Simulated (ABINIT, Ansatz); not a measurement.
# TiO2 (Rutile): G0W0 with ABINIT, start to end, part 2 of 3

Wanted: ground state, empty states, screening and self-energy for TiO2 (Rutile).

ABINIT 10.8.3; LDA and many-body steps on it, plane waves. Known limits of the many-body steps: short of the basis limit; coarse k mesh.

So far. Step 2 (Ground state): The gap is direct, at Γ.

## 3. Bands along the symmetry lines

Level of this step: DFT, LDA, plane waves, norm-conserving pseudopotentials (ABINIT).

The cheap functional maps the bands first; the places of the edges decide which points the dearer methods must see.

The input, run.abi:

```
acell 3*1.0 Angstrom
rprim 
  4.592200000000 0.000000000000 0.000000000000
  0.000000000000 4.592200000000 0.000000000000
  0.000000000000 0.000000000000 2.957400000000
ntypat 2
znucl 22 8
natom 6
typat 1 1 2 2 2 2
xred 
  0.000000000000 0.000000000000 0.000000000000
  0.500000000000 0.500000000000 0.500000000000
  0.304960000000 0.304960000000 0.000000000000
  0.195040000000 0.804960000000 0.500000000000
  0.695040000000 0.695040000000 0.000000000000
  0.804960000000 0.195040000000 0.500000000000
pp_dirpath "pseudos"
pseudos "Ti.upf, O.upf"
ecut 38
iscf -2
irdden 1
kptopt 0
nkpt 75
kpt 
  0.00000000 0.00000000 0.00000000
  0.00000000 0.06250000 0.00000000
  0.00000000 0.12500000 0.00000000
  0.00000000 0.18750000 0.00000000
  0.00000000 0.25000000 0.00000000
  0.00000000 0.31250000 0.00000000
  0.00000000 0.37500000 0.00000000
  0.00000000 0.43750000 0.00000000
  0.00000000 0.50000000 0.00000000
  0.06250000 0.50000000 0.00000000
  0.12500000 0.50000000 0.00000000
  0.18750000 0.50000000 0.00000000
  0.25000000 0.50000000 0.00000000
  0.31250000 0.50000000 0.00000000
  0.37500000 0.50000000 0.00000000
  0.43750000 0.50000000 0.00000000
  0.50000000 0.50000000 0.00000000
  0.43750000 0.43750000 0.00000000
  0.37500000 0.37500000 0.00000000
  0.31250000 0.31250000 0.00000000
  0.25000000 0.25000000 0.00000000
  0.18750000 0.18750000 0.00000000
  0.12500000 0.12500000 0.00000000
  0.06250000 0.06250000 0.00000000
  0.00000000 0.00000000 0.00000000
  0.00000000 0.00000000 0.06250000
  0.00000000 0.00000000 0.12500000
  0.00000000 0.00000000 0.18750000
  0.00000000 0.00000000 0.25000000
  0.00000000 0.00000000 0.31250000
  0.00000000 0.00000000 0.37500000
  0.00000000 0.00000000 0.43750000
  0.00000000 0.00000000 0.50000000
  0.00000000 0.06250000 0.50000000
  0.00000000 0.12500000 0.50000000
  0.00000000 0.18750000 0.50000000
  0.00000000 0.25000000 0.50000000
  0.00000000 0.31250000 0.50000000
  0.00000000 0.37500000 0.50000000
  0.00000000 0.43750000 0.50000000
  0.00000000 0.50000000 0.50000000
  0.06250000 0.50000000 0.50000000
  0.12500000 0.50000000 0.50000000
  0.18750000 0.50000000 0.50000000
  0.25000000 0.50000000 0.50000000
  0.31250000 0.50000000 0.50000000
  0.37500000 0.50000000 0.50000000
  0.43750000 0.50000000 0.50000000
  0.50000000 0.50000000 0.50000000
  0.43750000 0.43750000 0.50000000
  0.37500000 0.37500000 0.50000000
  0.31250000 0.31250000 0.50000000
  0.25000000 0.25000000 0.50000000
  0.18750000 0.18750000 0.50000000
  0.12500000 0.12500000 0.50000000
  0.06250000 0.06250000 0.50000000
  0.00000000 0.00000000 0.50000000
  0.00000000 0.50000000 0.00000000
  0.00000000 0.50000000 0.06250000
  0.00000000 0.50000000 0.12500000
  0.00000000 0.50000000 0.18750000
  0.00000000 0.50000000 0.25000000
  0.00000000 0.50000000 0.31250000
  0.00000000 0.50000000 0.37500000
  0.00000000 0.50000000 0.43750000
  0.00000000 0.50000000 0.50000000
  0.50000000 0.50000000 0.00000000
  0.50000000 0.50000000 0.06250000
  0.50000000 0.50000000 0.12500000
  0.50000000 0.50000000 0.18750000
  0.50000000 0.50000000 0.25000000
  0.50000000 0.50000000 0.31250000
  0.50000000 0.50000000 0.37500000
  0.50000000 0.50000000 0.43750000
  0.50000000 0.50000000 0.50000000
istwfk *1
nband 31
nbdbuf 2
tolwfr 1e-08
nstep 40
prtwf 0
prtvol 0
indata_prefix "in"
outdata_prefix "out"
tmpdata_prefix "tmp"
```

Command:

```bash
> OMP_NUM_THREADS=1 mpirun -n 16 abinit run.abi > log
```

The program printed:

```text
.Version 10.8.3 of ABINIT. v10.8.2 released Aug 2026.

 Symmetries : space group P4_2/m n m (#136); Bravais tP (primitive tetrag.)
[... echo of the input left out ...]
== DATASET  1 ==================================================================
-   mpi_nproc: 16, omp_nthreads: 1 (-1 if OMP is not activated)

--- !DatasetInfo
iteration_state: {dtset: 1, }
dimensions: {natom: 6, nkpt: 75, mband: 31, nsppol: 1, nspinor: 1, nspden: 1, mpw: 4748, }
cutoff_energies: {ecut:  38.0, pawecutdg:  -1.0, }
electrons: {nelect:   4.80000000E+01, charge:   0.00000000E+00, occopt:   1.00000000E+00, tsmear:   1.00000000E-02, }

 Real(R)+Recip(G) space primitive vectors, cartesian coordinates (Bohr,Bohr^-1):
 R(1)=  8.6780003  0.0000000  0.0000000  G(1)=  0.1152339  0.0000000  0.0000000
 R(2)=  0.0000000  8.6780003  0.0000000  G(2)=  0.0000000  0.1152339  0.0000000
 R(3)=  0.0000000  0.0000000  5.5886760  G(3)=  0.0000000  0.0000000  0.1789333
 Unit cell volume ucvol=  4.2087028E+02 bohr^3
 Angles (23,13,12)=  9.00000000E+01  9.00000000E+01  9.00000000E+01 degrees

 getcut: wavevector=  0.0000  0.0000  0.0000  ngfft=  50  50  32
         ecut(hartree)=     38.000   => boxcut(ratio)=   2.06340

--- Pseudopotential description ------------------------------------------------
- Ti Generated using ONCVPSP code by D. R. Hamann
- 22.00000  12.00000  180309                  znucl, zion, pspdat
12 -1012 2 -1 1568                            pspcod,pspxc,lmax,lloc,mmax
     nproj     2     2     2
  pspatm : epsatm=   14.84363209
         --- l  ekb(1:nproj) -->
             0   11.277028    1.250396
             1    1.832338   -0.094357
             2   -5.297893   -1.508002
 pspatm: atomic psp has been read  and splines computed

- O Generated using ONCVPSP code by D. R. Hamann
-  8.00000   6.00000  201201                  znucl, zion, pspdat
12 -1012 2 -1 926                             pspcod,pspxc,lmax,lloc,mmax
     nproj     2     2     1
  pspatm : epsatm=    6.27558587
         --- l  ekb(1:nproj) -->
[...]
2   -1.033686
 pspatm: atomic psp has been read  and splines computed

--------------------------------------------------------------------------------

================================================================================
 prteigrs : about to open file out_EIG
 Non-SCF case, kpt    1 (  0.00000  0.00000  0.00000), residuals and eigenvalues=
  8.85E-09  3.27E-09  3.40E-09  7.04E-09  3.40E-09  6.89E-09  8.49E-09  3.70E-09
  8.80E-09  7.42E-09  4.98E-09  9.30E-09  6.86E-09  7.54E-09  4.13E-09  4.44E-09
  8.11E-09  5.04E-09  4.52E-09  5.56E-09  8.13E-09  3.46E-09  3.06E-09  8.90E-09
  5.41E-09  9.59E-09  5.21E-09  4.52E-09  8.93E-09  3.90E-06  4.09E-06
 -1.8742E+00 -1.8735E+00 -1.0162E+00 -1.0162E+00 -1.0099E+00 -1.0099E+00
 -1.0087E+00 -1.0074E+00 -4.6454E-01 -4.1946E-01 -3.9074E-01 -3.9074E-01
[...]
9.2369E-02  9.2369E-02  1.4527E-01  1.4527E-01  1.6794E-01  1.6794E-01
  2.8736E-01  2.8736E-01  3.1074E-01  3.1074E-01  3.1080E-01  3.1080E-01
  4.1356E-01

--- !ResultsGS
iteration_state: {dtset: 1, }
comment   : Summary of ground state results
lattice_vectors:
- [  8.6780003,   0.0000000,   0.0000000, ]
- [  0.0000000,   8.6780003,   0.0000000, ]
- [  0.0000000,   0.0000000,   5.5886760, ]
lattice_lengths: [   8.67800,    8.67800,    5.58868, ]
lattice_angles: [ 90.000,  90.000,  90.000, ] # degrees, (23, 13, 12)
lattice_volume:   4.2087028E+02
convergence: {deltae:  0.000E+00, res2:  0.000E+00, residm:  9.995E-09, diffor:  0.000E+00, }
etotal    :  -1.85096270E+02
entropy   :   0.00000000E+00
fermie    :   1.92991521E-01
cartesian_stress_tensor: null
pressure_GPa: null
xred      :
- [  0.0000E+00,   0.0000E+00,   0.0000E+00, Ti]
- [  5.0000E-01,   5.0000E-01,   5.0000E-01, Ti]
- [  3.0496E-01,   3.0496E-01,   0.0000E+00,  O]
- [  1.9504E-01,   8.0496E-01,   5.0000E-01,  O]
- [  6.9504E-01,   6.9504E-01,   0.0000E+00,  O]
- [  8.0496E-01,   1.9504E-01,   5.0000E-01,  O]
cartesian_forces: null
force_length_stats: {min: null, max: null, mean: null, }

 Integrated electronic density in atomic spheres:
 ------------------------------------------------
 Atom  Sphere_radius  Integrated_density
[...]
================================================================================

 ----iterations are completed or convergence reached----

 Mean square residual over all n,k,spin=   61.745E-10; max=  99.946E-10
 reduced coordinates (array xred) for    6 atoms
[...]
0.695040      0.695040      0.000000
       0.804960      0.195040      0.500000

 cartesian coordinates (angstrom) at end:
    1      0.000000     0.000000     0.000000
    2      2.296100     2.296100     1.478700
    3      1.400437     1.400437     0.000000
    4      0.895663     3.696537     1.478700
    5      3.191763     3.191763     0.000000
    6      3.696537     0.895663     1.478700
 length scales=  1.889726  1.889726  1.889726 bohr
              =  1.000000  1.000000  1.000000 angstroms
 prteigrs : about to open file out_EIG
 Eigenvalues (hartree) for nkpt=  75  k points:
 kpt#   1, nband= 31, wtk=  1.00000, kpt=  0.0000  0.0000  0.0000 (reduced coord)
[...]
kpt#   2, nband= 31, wtk=  1.00000, kpt=  0.0000  0.0625  0.0000 (reduced coord)
[...]
kpt#   3, nband= 31, wtk=  1.00000, kpt=  0.0000  0.1250  0.0000 (reduced coord)
[...]
kpt#  74, nband= 31, wtk=  1.00000, kpt=  0.5000  0.5000  0.4375 (reduced coord)
[...]
0.28956    0.28956    0.30939    0.30939    0.30978    0.30978    0.41536
 kpt#  75, nband= 31, wtk=  1.00000, kpt=  0.5000  0.5000  0.5000 (reduced coord)
[...]
-0.41448   -0.41448   -0.40327   -0.40327    0.01608    0.01608    0.02281    0.02281
   0.06227    0.06227    0.09237    0.09237    0.14527    0.14527    0.16794    0.16794
   0.28736    0.28736    0.31074    0.31074    0.31080    0.31080    0.41356

== END DATASET(S) ==============================================================
================================================================================

 -outvars: echo values of variables after computation  --------
            nband          31
             nkpt          75
          spgroup         136
 [... the other variables as echoed above ...]

 Calculation completed.
```

It took 42 s on 16 MPI ranks of Arm Neoverse N1, shared host; peak memory 1.1 GiB; 11 min of CPU time.

Numbers from this step:

| Property | Result |
| --- | --- |
| gap | 1.836 eV |
| k of the valence top | 0, 0, 0 |
| k of the conduction bottom | 0, 0, 0 |
| least direct gap | 1.836 eV |

The gap is 1.836 eV, as in the run before at this level.

Electronic bands along the path, in eV, zero at the top of the highest filled band:

| point | band 21 | band 22 | band 23 | band 24 | band 25 | band 26 | band 27 | band 28 |
| --- | --- | --- | --- | --- | --- | --- | --- | --- |
| Γ | -0.71 | -0.46 | -0.46 | 0.00 | 1.84 | 2.12 | 2.39 | 2.48 |
| halfway | -1.46 | -1.08 | -0.83 | -0.24 | 2.14 | 2.45 | 2.71 | 2.78 |
| X | -1.66 | -1.66 | -0.75 | -0.75 | 2.51 | 2.51 | 3.01 | 3.01 |
| halfway | -1.49 | -1.49 | -1.11 | -1.11 | 2.24 | 2.24 | 2.75 | 2.75 |
| M | -1.32 | -1.32 | -1.08 | -1.08 | 1.88 | 1.88 | 2.51 | 2.51 |
| halfway | -1.76 | -1.15 | -1.14 | -0.41 | 1.91 | 2.49 | 2.55 | 3.02 |
| Γ | -0.71 | -0.46 | -0.46 | 0.00 | 1.84 | 2.12 | 2.39 | 2.48 |
| halfway | -1.80 | -1.51 | -1.51 | -0.48 | 2.20 | 2.53 | 2.82 | 3.13 |
| Z | -2.43 | -2.43 | -1.44 | -1.44 | 2.97 | 2.97 | 3.16 | 3.16 |
| halfway | -1.82 | -1.82 | -1.64 | -1.64 | 2.43 | 2.43 | 3.17 | 3.17 |
| R | -2.08 | -2.08 | -1.05 | -1.05 | 1.86 | 1.86 | 3.19 | 3.19 |
| halfway | -1.55 | -1.55 | -0.89 | -0.89 | 2.13 | 2.13 | 3.20 | 3.20 |
| A | -1.30 | -1.30 | -0.68 | -0.68 | 2.57 | 2.57 | 3.20 | 3.20 |
| halfway | -1.88 | -1.59 | -1.40 | -1.22 | 2.07 | 2.76 | 3.17 | 3.18 |
| Z | -2.43 | -2.43 | -1.44 | -1.44 | 2.97 | 2.97 | 3.16 | 3.16 |
| jump to X | -1.66 | -1.66 | -0.75 | -0.75 | 2.51 | 2.51 | 3.01 | 3.01 |
| halfway | -2.00 | -2.00 | -0.86 | -0.86 | 2.54 | 2.54 | 3.18 | 3.18 |
| R | -2.08 | -2.08 | -1.05 | -1.05 | 1.86 | 1.86 | 3.19 | 3.19 |
| jump to M | -1.32 | -1.32 | -1.08 | -1.08 | 1.88 | 1.88 | 2.51 | 2.51 |
| halfway | -1.82 | -1.82 | -1.37 | -1.37 | 2.67 | 2.67 | 2.86 | 2.86 |
| A | -1.30 | -1.30 | -0.68 | -0.68 | 2.57 | 2.57 | 3.20 | 3.20 |

## 4. Empty states on the mesh, 4×4×4 mesh, 152 bands

The sums over transitions need many empty states on a uniform mesh; this step solves for them.

The input, run.abi:

```
acell 3*1.0 Angstrom
rprim 
  4.592200000000 0.000000000000 0.000000000000
  0.000000000000 4.592200000000 0.000000000000
  0.000000000000 0.000000000000 2.957400000000
ntypat 2
znucl 22 8
natom 6
typat 1 1 2 2 2 2
xred 
  0.000000000000 0.000000000000 0.000000000000
  0.500000000000 0.500000000000 0.500000000000
  0.304960000000 0.304960000000 0.000000000000
  0.195040000000 0.804960000000 0.500000000000
  0.695040000000 0.695040000000 0.000000000000
  0.804960000000 0.195040000000 0.500000000000
pp_dirpath "pseudos"
pseudos "Ti.upf, O.upf"
ecut 38
ngkpt 4 4 4
nshiftk 1
shiftk 0 0 0
kptopt 1
chksymbreak 0
irdden 1
istwfk *1
nband 152
prtvol 0
optdriver 6
gwr_task "HDIAGO"
paral_kgb 0
occopt 1
indata_prefix "in"
outdata_prefix "out"
tmpdata_prefix "tmp"
```

The program printed:

```text
[banner, memory and clock lines left out]
.Version 10.8.3 of ABINIT. v10.8.2 released Aug 2026.

 Symmetries : space group P4_2/m n m (#136); Bravais tP (primitive tetrag.)
[... echo of the input left out ...]
== DATASET  1 ==================================================================
-   mpi_nproc: 16, omp_nthreads: 1 (-1 if OMP is not activated)

--- !DatasetInfo
iteration_state: {dtset: 1, }
dimensions: {natom: 6, nkpt: 18, mband: 152, nsppol: 1, nspinor: 1, nspden: 1, mpw: 4748, }
cutoff_energies: {ecut:  38.0, pawecutdg:  -1.0, }
electrons: {nelect:   4.80000000E+01, charge:   0.00000000E+00, occopt:   1.00000000E+00, tsmear:   1.00000000E-02, }

.Using double precision arithmetic; gwpc =  8

- Reading GS density from: in_DEN

--- Pseudopotential description ------------------------------------------------
- Ti Generated using ONCVPSP code by D. R. Hamann
- 22.00000  12.00000  180309                  znucl, zion, pspdat
12 -1012 2 -1 1568                            pspcod,pspxc,lmax,lloc,mmax
     nproj     2     2     2
  pspatm : epsatm=   14.84363209
         --- l  ekb(1:nproj) -->
             0   11.277028    1.250396
             1    1.832338   -0.094357
             2   -5.297893   -1.508002
 pspatm: atomic psp has been read  and splines computed

- O Generated using ONCVPSP code by D. R. Hamann
-  8.00000   6.00000  201201                  znucl, zion, pspdat
12 -1012 2 -1 926                             pspcod,pspxc,lmax,lloc,mmax
     nproj     2     2     1
  pspatm : epsatm=    6.27558587
         --- l  ekb(1:nproj) -->
             0    6.026028    0.816167
             1   -4.798959   -1.172522
             2   -1.033686
 pspatm: atomic psp has been read  and splines computed

   2.62990117E+03                                ecore*ucvol(ha*bohr**3)

 Total charge density [el/Bohr^3]
)     Maximum=    1.3441E+00  at reduced coord.    0.0400    0.9600    0.9375
)     Minimum=    4.9157E-03  at reduced coord.    0.5000    0.0000    0.2500
   Integrated=    4.8000E+01

 === KS gaps after direct diagonalization ===
 Direct band gap semiconductor
 Fundamental gap:     1.836 (eV)
   VBM:     5.252 (eV) at k: [ 0.0000E+00,  0.0000E+00,  0.0000E+00]
   CBM:     7.087 (eV) at k: [ 0.0000E+00,  0.0000E+00,  0.0000E+00]
 Direct gap:         1.836 (eV) at k: [ 0.0000E+00,  0.0000E+00,  0.0000E+00]

== END DATASET(S) ==============================================================

 -outvars: echo values of variables after computation  --------
           etotal      0.0000000000E+00
            nband         152
             nkpt          18
          spgroup         136
 [... the other variables as echoed above ...]

 Calculation completed.
```

Wall time 4.1 min (16 MPI ranks); peak memory 20 GiB.

Read from the output:

```
gap                                                           : 1.836 eV
k of the valence top                                          : 0, 0, 0
k of the conduction bottom                                    : 0, 0, 0
least direct gap                                              : 1.836 eV
k points computed                                             : 18
lowest point of the top converged band, above the valence top : 78.5226 eV
```

On this mesh the gap is 1.836 eV.

## 5. Screening, 4×4×4 mesh, 144 bands, screening to 149.7 eV

The RPA dielectric matrix is built and inverted for each q.

This step: RPA screening on LDA, plane waves, norm-conserving pseudopotentials.

Edit run.abi of step 4 so:

```diff
@@ -24,10 +24,11 @@
 chksymbreak 0
-irdden 1
 istwfk *1
-nband 152
-prtvol 0
-optdriver 6
-gwr_task "HDIAGO"
-paral_kgb 0
 occopt 1
+irdwfk 1
+optdriver 3
+nband 144
+ecuteps 5.5
+inclvkb 2
+awtr 1
+symchi 1
 indata_prefix "in"
```

The program printed:

```text
.Version 10.8.3 of ABINIT. v10.8.2 released Aug 2026.

 Symmetries : space group P4_2/m n m (#136); Bravais tP (primitive tetrag.)
[... echo of the input left out ...]
== DATASET  1 ==================================================================
-   mpi_nproc: 16, omp_nthreads: 1 (-1 if OMP is not activated)

--- !DatasetInfo
iteration_state: {dtset: 1, }
dimensions: {natom: 6, nkpt: 18, mband: 144, nsppol: 1, nspinor: 1, nspden: 1, mpw: 4748, }
cutoff_energies: {ecut:  38.0, pawecutdg:  -1.0, }
electrons: {nelect:   4.80000000E+01, charge:   0.00000000E+00, occopt:   1.00000000E+00, tsmear:   1.00000000E-02, }

 SCREENING: Calculation of the susceptibility and dielectric matrices

 Based on a program developped by R.W. Godby, V. Olevano, G. Onida, and L. Reining.
 Incorporated in ABINIT by V. Olevano, G.-M. Rignanese, and M. Torrent.
.Using double precision arithmetic ; gwpc =  8

[... cell and pseudopotentials left out ...]
--------------------------------------------------------------------------------

 ==== K-mesh for the wavefunctions ====
 Number of points in the irreducible wedge :    18
[... list of points left out ...]
 Together with 16 symmetry operations and time-reversal symmetry
 yields    64 points in the full Brillouin Zone.

 ==== Q-mesh for the screening function ====
 Number of points in the irreducible wedge :    18
[... list of points left out ...]
 Together with 16 symmetry operations and time-reversal symmetry
 yields    64 points in the full Brillouin Zone.

 setmesh: FFT mesh size selected  =    36x   36x   24
          total number of points  =        31104

 vcoul_init : cutoff-mode = AUXILIARY_FUNCTION
 q-points for optical limit:   1
     1)      0.000010    0.000020    0.000030

- screening: taking advantage of time-reversal symmetry
- Maximum band index for partially occupied states nbvw = 24
- Remaining bands to be divided among processors   nbcw = 120
- Number of bands treated by each node ~7

 Number of electrons calculated from density =   48.0000; Expected =   48.0000
 average of density, n =  0.114049
 r_s =    1.2792
 omega_plasma =   32.5763 [eV]

 calculating chi0 at frequencies [eV] :
  1    0.000000E+00    0.000000E+00
  2    0.000000E+00    3.257632E+01

--------------------------------------------------------------------------------
  q-point number  1        q = ( 0.000000, 0.000000, 0.000000) [r.l.u.]
--------------------------------------------------------------------------------
[... chi0 elements left out ...]
 For q-point:  0.000010 0.000020 0.000030
  dielectric constant =   8.9182
  dielectric constant without local fields =   9.3450

  Average fulfillment of the sum rule on Im[epsilon] for q-point    1 :     62.73  [%]
[... wings left out ...]
  q-point number  2        q = ( 0.250000, 0.000000, 0.000000) [r.l.u.]
--------------------------------------------------------------------------------
[... chi0 elements left out ...]
  Average fulfillment of the sum rule on Im[epsilon] for q-point    2 :     73.31  [%]

 [... 16 further q-points ...]
```

It took 3.6 min on 16 MPI ranks; peak memory 6.7 GiB.

Numbers from this step:

* ε∞ with local fields, on this mesh: 8.918
* ε∞ without local fields, on this mesh: 9.345
* plasma frequency: 32.58 eV
* plane waves in the screening matrix: 265

Local fields lower ε∞ by 5 %. On a Γ-centred mesh this coarse the value itself is usually too large, while a short band sum pulls it down.

[end of part 2 of 3]

[Long decimals in the printed logs are rounded to 6 places.]

[Logs are printed without paths, hosts, clocks, repeated set-up lines and the standing remarks that a program may print on its own settings, such as how far it seeks lower states.]

[Paths, hosts, dates, memory and timing lines, banners, echoed tables and standing remarks are left out of the program output; an Ansatz launch command may be rebuilt from the run's recorded settings. Measured values are a selection of at most five: reports struck by readers or far from the other reports are left out. None is set beside runs whose start may be inverted or whose files or cutoffs have a known fault.]

[Runs of the session that timed out or met a known fault of the program may be left out.]

[Hosts, paths, dates, database ids (printed as entryN), source tags and the programs' standing remarks are cut or masked in the printed files.]

[G0W0 gaps are taken among the corrected bands and points alone; a level outside them can change the order at an edge.]

[Where Ansatz stands beside ABINIT at settings called matched, ABINIT's density can come from a denser mesh and the files from another edition; pairs whose starting gaps differed by over 0.03 eV were left out, so agreement reads better than it is.]
